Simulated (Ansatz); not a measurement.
# PbO (model cell, started as CsCl type): following an unstable mode, part 3 of 3

Which phase does PbO (model cell, started as CsCl type) fall into along its unstable mode, and how much energy does it gain?

Ansatz 0.2.0; DFT LDA, scalar-relativistic, plane waves, PAW.

So far. Step 5 (Energy along the mode, all amplitudes (two of the runs …): The lowest step is at 0.45 Å, 71.9 meV/atom below the parent, and the energy rises beyond it. Step 7 (The new phase in its own primitive cell): The largest force component left is 0.21 meV/Å and the pressure is 0.000 GPa, within the tolerances set. The cell now holds 18.68 Å³/atom. The relaxed cell has a = 4.193, c = 7.359 Å (conventional setting).

The structure was built from a prototype and need not be the compound's stable phase.

## Step 8: Modes of the new phase, k-mesh 9×9×9

A relaxed structure may still be a saddle point, so its zone-centre modes are computed. The response to a homogeneous field gives the Born charges and the dielectric tensor, and its change with displacement the Raman tensors.

File input.yaml:

```yaml
crystal:
  lattice:
    - [2.0965928331, 1.2104684366, 2.4530863805]
    - [-2.0965928331, 1.2104684366, 2.4530863805]
    - [0.0, -2.4209368732, 2.4530863805]
  atoms:
    - { symbol: Pb, position: [0.9420477344, 0.9420477344, 0.9420477344] }
    - { symbol: O, position: [0.6346913458, 0.6346913458, 0.6346913458] }
kpoints:
  mp_grid: { grid: [9, 9, 9] }
hamiltonian:
  xc: lda
scf:
  occupations: { method: fixed }
output:
  eigenvalues: true
phonons:
  method: dfpt
  dielectric: true
  rigid_motions: translations
  raman: true
```

Launch:

```console
$ ansatz run input.yaml --threads 4 --pin off --max-ram 7168MiB --backend cpu --events-out ev --progress --plain --runs-dir out
```

Output:

```text
[...]
Crystal: 2 atoms, lattice volume = 37.354 Å³
Basis set: ecut = 420 eV, 711 PW (Γ), exchange–correlation on 48×48×48 points (8 copies of the dense FFT grid, shifted against one another)
Bands: 14, of which v1, the nominal top of the filled ones, is band 10 counted from 1 (9 counted from 0)
Symmetry: 6 space group operations
k-points: 205 of 729 (irreducible under 2 space group operations, time reversal used)
[...]
SCF iter   1: F=—  HF=-12156.920628 eV  |F-HF|=—  |Δ(HF+E_count)|=         —  Δρ=2.18e-2  dr2=1.95e-1  ethr=1.77e-3  ⟨swp⟩=4.5  Hψ=13368  notcnv=0  defer=363
[...]
SCF iter   8: F=-12156.880152 eV  HF=-12156.880152 eV  |F-HF|=5.82e-11  |Δ(HF+E_count)|=  4.37e-10  Δρ=4.61e-7  dr2=7.47e-11  ethr=1.00e-12  ⟨swp⟩=9.3  Hψ=19474  notcnv=0
SCF 1 converged in 8 iterations: F = -12156.880152 eV  dr2 = 7.47e-11
[...]
NSCF: frozen V_eff on 10 k-points
[...]
── the response to a field inside a basis, on 12×12×12 k-points: an SCF that follows is theirs, and a resumed run solves both again ──
Bands: 11, of which v1, the nominal top of the filled ones, is band 10 counted from 1 (9 counted from 0)
k-points: 182
[...]
Eigensolver: Dense (182 Hₖ)
SCF iter   1: F=—  HF=-12156.884051 eV  |F-HF|=—  |Δ(HF+E_count)|=         —  Δρ=7.01e-4  dr2=2.74e-5  ethr=1.00e-1
[...]
SCF iter   6: F=-12156.884047 eV  HF=-12156.884047 eV  |F-HF|=1.27e-11  |Δ(HF+E_count)|=  1.58e-10  Δρ=3.05e-7  dr2=2.19e-11  ethr=3.00e-12
SCF 1 converged in 6 iterations: F = -12156.884047 eV  dr2 = 2.19e-11
[...]
SCF converged after 8 iterations
Free energy (F): -12156.880152 eV
[...]
Internal energy: -12156.880152 eV  (E = F + TS)
E sigma→0 (E₀):  -12156.880152 eV
Fermi energy:    8.956035 eV
[...]
--- Band table (eV; the first three rows and the last of 205) ---
  k-point 0: bands = [... 6 lower, 1.9393, 6.7276, 6.7276, 6.9607, 14.4096, 14.4096, 17.5518, 19.7047]
  k-point 1: bands = [... 6 lower, 1.8074, 6.6868, 6.7562, 6.9572, 13.8940, 14.6152, 17.3116, 19.9551]
  k-point 2: bands = [... 6 lower, 1.4431, 6.5885, 6.7131, 7.1213, 12.7382, 15.1772, 17.1649, 20.3703]
  k-point 204: bands = [... 6 lower, 2.5556, 5.1005, 5.8073, 6.6312, 12.0505, 13.0470, 13.3992, 17.8215]
--- Phonons (Γ-DFPT): 4 representative perturbations + reference, on 205 of 729 k-points (Σ response iterations 14) ---
  k mesh reduced under 2 symmetry operations, with k and −k counted as one. Each operation leaves every solved perturbation unchanged. A smaller set is not considered because the run solves the response to a homogeneous field
  ASR residual: 4.486e-4 → 0.000e0 eV/Å²; symmetrization residual: 2.003e-6 eV/Å²
  ASR residual per site (eV/Å²): 4.49e-4 1.38e-4
  Γ frequencies (cm⁻¹): 0.00 0.00 0.00 263.94 263.94 305.33
  ε∞ (high-frequency dielectric tensor):
        8.486087     0.000000     0.000000
        0.000000     8.486087    -0.000000
        0.000000     0.000000     7.300718
  ε⁰ (static dielectric tensor: ions relaxed, cell fixed):
       18.959765     0.000000     0.000000
        0.000000    18.959765    -0.000000
        0.000000    -0.000000    14.838122
  ε⁰ − ε∞ (ionic part):
       10.473677     0.000000     0.000000
        0.000000    10.473677    -0.000000
        0.000000    -0.000000     7.537404
  softest optical mode at Γ: 263.94 cm⁻¹; the repairs (sum rule, projections) moved no ω² at Γ by more than (1.60 cm⁻¹)²
  Born effective charges Z* (e; rows j = field, columns β = displacement):
    site 0:
         2.86821    0.00000    0.00000
        -0.00000    2.86821    0.00000
         0.00000   -0.00000    2.81470
    site 1:
        -2.86821   -0.00000   -0.00000
         0.00000   -2.86821   -0.00000
        -0.00000    0.00000   -2.81470
  Z* charge neutrality: 8.549e-4 e pre-enforcement
  solved inside a basis spanned on kpoints, on 12×12×12 k-points transformed towards the longest dipole: ε∞ is read to err by 2.3e-2, Z* by 1.5e-2 e (field_mesh: kpoints solves on kpoints); Z* is corrected for what the basis lacks
  Raman tensors (in the event stream and the table raman_tensors.tsv): an entry may err by 5.9e-2 Å², one of the second-order susceptibility by 3.9e-1 pm/V (basis, points and sum rule); their sum over the sites missed zero by 1.459e-4 Å² ahead of its enforcement
  optical modes at Γ without the LO–TO term, one row a degenerate level:
      ω (cm⁻¹)  modes    IR ((D/Å)²/amu)  static Raman (Å⁴/amu)  depolarisation
        263.94      2            25.5578               411.0384           0.750
        305.33      1            12.3065               432.1002           0.022
  optical modes at Γ + LO–TO along q̂ = [1.0000, 0.0000, 0.0000]:
      ω (cm⁻¹)  modes    IR ((D/Å)²/amu)  static Raman (Å⁴/amu)  depolarisation
        263.94      1            12.7789               205.5192           0.750
        305.33      1            12.3065               432.1002           0.022
        394.52      1            12.7789               144.2684           0.750
  optical modes at Γ + LO–TO along q̂ = [0.0000, 1.0000, 0.0000]:
      ω (cm⁻¹)  modes    IR ((D/Å)²/amu)  static Raman (Å⁴/amu)  depolarisation
        263.94      1            12.7789               205.5192           0.750
        305.33      1            12.3065               432.1002           0.022
        394.52      1            12.7789               144.2684           0.750
  optical modes at Γ + LO–TO along q̂ = [0.0000, 0.0000, 1.0000]:
      ω (cm⁻¹)  modes    IR ((D/Å)²/amu)  static Raman (Å⁴/amu)  depolarisation
        263.94      2            25.5578               411.0384           0.750
        435.29      1            12.3065               411.9885           0.046
```

Wall time 89 s (4 threads of Arm Neoverse V2, shared host); peak memory 1.2 GiB.

Numbers from this step:

```
sum-rule residual before enforcement                    : 4.49e-4 eV/Å²
miss of the charge sum rule                             : 8.55e-4 e
estimated error of the dielectric tensor                : 0.02350
estimated error of the Born charges                     : 0.01510 e
point group                                             : 3m
highest optical mode at the zone centre (no LO-TO term) : 305.3 cm⁻¹
lowest optical zone-centre mode                         : 263.9 cm⁻¹
mean high-frequency dielectric constant                 : 8.091
largest Born charge (third of the trace)                : 2.850 e
mean static dielectric constant                         : 17.59
top of the zone-centre spectrum with the field          : 435.3 cm⁻¹
```

Without the LO-TO term. Patterns of degenerate modes are one choice out of their space. The modes at Γ (shares of kinetic energy by element, %):

```csv
mode,frequency (cm⁻¹),symmetry,Pb %,O %
1,0.0,acoustic,93,7
2,0.0,acoustic,93,7
3,0.0,acoustic,93,7
4,263.9,E,7,93
5,263.9,E,7,93
6,305.3,A1,7,93
```

Displacements in mode 4 (263.9 cm⁻¹), the largest set to 1:
```
Pb1  0.00 -0.08  0.00
O2   0.06  1.00  0.00
```

Displacements in mode 6 (305.3 cm⁻¹), the largest set to 1:
```
Pb1  0.00  0.00 -0.08
O2   0.00  0.00  1.00
```

Optical modes at the zone centre, without and with the macroscopic field of the longitudinal modes; each column is sorted by frequency, so a row need not hold one and the same mode. Modes with and without the field, by row:

```csv
rank among optical modes,no field (cm⁻¹),"q along (1, 0, 0) (cm⁻¹)","q along (0, 0, 1) (cm⁻¹)"
1,263.9,263.9,263.9
2,263.9,305.3,263.9
3,305.3,394.5,435.3
```

Born charge (rows field, columns displacement) (e), principal values of the symmetric part by kind of site:

```csv
atom,atoms with these values,low,middle,high,mean
Pb1,1,2.81,2.87,2.87,2.85
O2,1,-2.87,-2.87,-2.81,-2.85
```

In full for O2:

```
-2.87  0.00  0.00
 0.00 -2.87  0.00
 0.00  0.00 -2.81
```

High-frequency dielectric tensor:

```
8.49 0.00 0.00
0.00 8.49 0.00
0.00 0.00 7.30
```

Static dielectric tensor (ions relaxed, fixed cell):

```
18.96  0.00  0.00
 0.00 18.96  0.00
 0.00  0.00 14.84
```

Transverse modes. Infrared lines, with heights relative to the strongest:

```csv
position (cm⁻¹),label,relative intensity
264,E,100
305,A1,48
```

Activity x (w_L - w)^4 (n + 1)/w, 532 nm, 300 K; the tensors are static ones, while 532 nm light lies above the computed gap, where resonance would change the heights; modes without the macroscopic field alone. Raman lines, with heights relative to the strongest:

```csv
position (cm⁻¹),label,relative intensity
264,E,100
305,A1,84
```

Before it was imposed, the acoustic sum rule was missed by 4.5e-4 eV/Å² and the charge sum rule by 8.5e-4 e. Small misses are needed for a sound result but don't prove that mesh and cutoff are converged. The lowest optical mode is real, 264 cm⁻¹.

## Step 9: Summary of results

| Quantity | Value |
| --- | --- |
| unstable mode of the parent | q = (0, 0, 0), 208i cm⁻¹ |
| depth at the lowest point sampled | 71.9 meV/atom |
| largest atomic shift at that point | 0.45 Å |
| space group reached | R3m |
| energy gained over the parent (first relaxation, on the mesh of the frozen mode) | 256 meV/atom |
| volume per atom, phase reached | 18.7 Å³ |
| gap on the k-mesh, phase reached | 1.99 eV |
| lowest optical zone-centre mode, phase reached | 264 cm⁻¹ |
| highest optical mode at the zone centre (no LO-TO term), phase reached | 305 cm⁻¹ |

What this shows: Along this mode the structure falls into R3m, 256 meV/atom below the parent. At the parent's cell the well is 71.92 meV/atom deep on the steps tried, with its lowest point at a shift of 0.45 Å. Relaxing atoms and cell changes the gain by +184.30 meV/atom against the lowest step (energies at zero smearing). Most of the total comes from this relaxation. The new phase has no imaginary mode at the zone centre of its cell; other wavevectors were not checked. Of the 6 patterns followed from this parent, this one reaches the lowest energy. Each path keeps the symmetry of its pattern, so a lower phase may lie along a pattern not tried. Where the field response was not run the interpolation lacks the dipole term, so the LO-TO splitting is missing from branches, density of states and sums. The volume moved by more than a tenth on the k mesh of the start, so the energy gain is rough. Spin-orbit coupling is left out, which can matter for the heavy elements here. The starting cell was built on a prototype and not taken from a measurement, so the phase need not exist.

[Long decimals in the printed logs are rounded to 6 places.]

[Logs are printed without paths, hosts, clocks, repeated set-up lines and the standing remarks that a program may print on its own settings, such as how far it seeks lower states.]

[Hosts, paths, dates, database ids (printed as entryN), source tags and the programs' standing remarks are cut or masked in the printed files.]

[Where the starting crystal was built by hand or by swapping elements, it need not be the compound's stable phase.]
